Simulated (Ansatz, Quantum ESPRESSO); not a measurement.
# BAs (F-43m): phonons by linear response, part 2 of 2

Aim: the phonon dispersion of BAs (F-43m), checked by a second program.

Quantum ESPRESSO 7.5; DFT LDA, scalar-relativistic, plane waves, PseudoDojo norm-conserving pseudopotentials.

So far. Step 9 (Zone-centre analysis): The rule moves no optical mode by more than 0.1 cm⁻¹. Step 12 (Modes along a direction of q (1 0 0)): The field moves one mode, from 701 to 705 cm⁻¹; the others stay. The relaxed cell has a = 4.731 Å (conventional setting).

### 13. The dispersion under another sum rule (asr no)

The sum rule corrects the force constants themselves, so it can shift branches at any wavevector, low ones most.

Input file matdyn.in:

```
&INPUT
  asr              = 'no'
  flfrc            = 'x.fc'
  flfrq            = 'x.freq'
  flvec            = 'x.modes'
  q_in_band_form   = .true.
  q_in_cryst_coord = .true.
/
8
  0.0000000   0.0000000   0.0000000   8  ! GAMMA
 -0.0000000   0.5000000   0.5000000   8  ! X
 -0.0000000   0.6250000   0.3750000   1  ! U
 -0.3750000   0.3750000   0.0000000   8  ! K
  0.0000000   0.0000000   0.0000000   8  ! GAMMA
 -0.0000000   0.5000000   0.0000000   8  ! L
 -0.2500000   0.5000000   0.2500000   8  ! W
 -0.0000000   0.5000000   0.5000000   1  ! X
```

On the command line:

```console
$ matdyn.x -in matdyn.in > matdyn.out
```

Wall time 0.47 s (1 thread of Arm Neoverse V1, shared host).

This step gave:

| Property | Result |
| --- | --- |
| lowest frequency on the path | 2.192 cm⁻¹ |

At the labelled points the branches move by no more than 2.3 cm⁻¹.

### 14. Cross-check with Ansatz

A second program on the same cell, potentials, cutoff and meshes tests the implementation of the phonon response, not its convergence. Its field response is summed in its own way. Its k mesh is centred on Γ.

This step: DFT LDA, scalar-relativistic, plane waves, PseudoDojo norm-conserving pseudopotentials (Ansatz 0.2.0).

Input file input.yaml:

```yaml
crystal:
  lattice:
    - [-2.365459467, 0.0, 2.365459467]
    - [0.0, 2.365459467, 2.365459467]
    - [-2.365459467, 2.365459467, 0.0]
  atoms:
    - { symbol: B, position: [0.0, 0.0, 0.0] }
    - { symbol: As, position: [0.25, 0.25, 0.25] }
kpoints:
  mp_grid: { grid: [8, 8, 8] }
hamiltonian:
  xc: lda
  pseudopotentials: { kind: nc, accuracy: standard }
scf:
  occupations: { method: fixed }
output:
  eigenvalues: true
basis:
  ecutwfc: 1088.455
phonons:
  method: dfpt
  dielectric: true
  rigid_motions: translations
  qmesh: [4, 4, 4]
  temperatures: { t_max: 1000, t_step: 50 }
  qpath:
    path:
      - [[0.0, 0.0, 0.0], [0.0, 0.5, 0.5], [0.0, 0.625, 0.375]]
      - [[-0.375, 0.375, 0.0], [0.0, 0.0, 0.0], [0.0, 0.5, 0.0], [-0.25, 0.5, 0.25], [0.0, 0.5, 0.5]]
    npoints: 12
```

On the command line:

```console
$ ansatz run input.yaml --threads 4 --pin off --max-ram 8192MiB --backend cpu --events-out ev --progress --plain --runs-dir out
```

Run time: 2.3 min. Hardware: 4 threads; peak memory 1.5 GiB.

Read from the output:

```
sum-rule residual before enforcement             : 1.46e-4 eV/Å²
miss of the charge sum rule                      : 0.001115 e
estimated error of the dielectric tensor         : 0.03229
estimated error of the Born charges              : 0.01627 e
lowest frequency on the path                     : 0 cm⁻¹
mean frequency                                   : 443.7 cm⁻¹
Debye temperature (second moment)                : 936 K
logarithmic mean frequency                       : 368.5 cm⁻¹
mean high-frequency dielectric constant          : 9.600
largest Born charge in size (third of the trace) : 0.5401 e
mean static dielectric constant                  : 9.716
highest mode moved by the LO-TO term             : 705.5 cm⁻¹
zero-point energy per atom                       : 82.52 meV
heat capacity at 300 K                           : 16.95 J/(mol atoms K)
```

Transverse modes. Lines of the infrared spectrum (strongest = 100):

```
position (cm⁻¹)  label  IR intensity ((D/Å)²/amu), degenerate modes summed, relative
            701     T2                                                           100
```

The log warns that the force constants on this k mesh are to be taken as unconverged.

### 15. Side by side: QE PseudoDojo and Ansatz, PseudoDojo

Worked out from the results:

| Quantity | Value |
| --- | --- |
| root-mean-square difference | 0.01 cm⁻¹ |
| largest difference | 0.02 cm⁻¹ |
| root-mean-square difference on the path | 0 cm⁻¹ |
| largest difference on the path | 0.3 cm⁻¹ |

The two runs side by side. Further quantities:

```
                                                                               quantity  QE PseudoDojo  Ansatz, PseudoDojo
                                                                                mean ε∞             10                 9.6
largest Born charge in size (e; the first before, the second after the charge sum rule)           0.58                0.54
```

The interpolated bands of the two lie on top of each other.

At the solved wavevectors the largest difference (acoustic modes at Γ apart) is 0.003 % of the highest mode; the largest Born charge differs by 7.4 %.

### 16. Results

```
space group after relaxation                                                            : F-43m
volume per atom                                                                         : 13.2 Å³
gap on the k-mesh                                                                       : 1.13 eV
highest optical zone-centre mode (no LO-TO term)                                        : 701.3 cm⁻¹
highest mode moved by the LO-TO term (probably not converged in the k mesh)             : 705.3 cm⁻¹
mean high-frequency dielectric constant (probably not converged in the k mesh)          : 10.0
largest Born charge in size (third of the trace) (probably not converged in the k mesh) : 0.580 e
mean static dielectric constant (probably not converged in the k mesh)                  : 10.1
q mesh                                                                                  : 4×4×4
lowest mode on the q mesh (acoustic ones at the zone centre apart)                      : 112.2 cm⁻¹
zero-point energy per atom                                                              : 82.4 meV
heat capacity at 300 K                                                                  : 17.0 J/(mol atoms K)
vibrational entropy at 300 K                                                            : 15.7 J/(mol atoms K)
imaginary modes on the q mesh                                                           : none
largest difference from Ansatz, PseudoDojo                                              : 0.02 cm⁻¹
```

In words: BAs (F-43m) is dynamically stable on the 4×4×4 mesh; its spectrum reaches 742 cm⁻¹. At the LDA level the optical modes of BAs (F-43m) at the zone centre (no LO-TO term) lie at 701 cm⁻¹. Along the directions run, the highest mode that the macroscopic field moves lies at 705 cm⁻¹. Lattice motion raises the mean dielectric constant from 10.00 to 10.12. The Born charges miss their sum rule by 0.086 e, a sign that the k mesh or the cutoff is short for the field response. ε∞, the Born charges and what follows from them are probably not converged in the k mesh. The Lyddane-Sachs-Teller relation holds: (ωLO/ωTO)² is 1.01 and ε₀/ε∞ is 1.01. QE PseudoDojo and Ansatz, PseudoDojo agree to 0.02 cm⁻¹ (0.003 % of the highest mode compared) on all solved modes but the acoustic ones at Γ, without the LO-TO term. The mean ε∞ is 10.00 against 9.6. These are harmonic frequencies at zero temperature: anharmonic shifts and linewidths and thermal expansion are left out. Ansatz's log warns that force constants on this k mesh are to be taken as unconverged, an error that the frequencies of both programs share.

[Host names and launcher messages were left out of these logs when they were recorded.]

[Logs are printed without paths, hosts, clocks, repeated set-up lines and the standing remarks that a program may print on its own settings, such as how far it seeks lower states.]

[Hosts, paths, dates, database ids (printed as entryN), source tags and the programs' standing remarks are cut or masked in the printed files.]
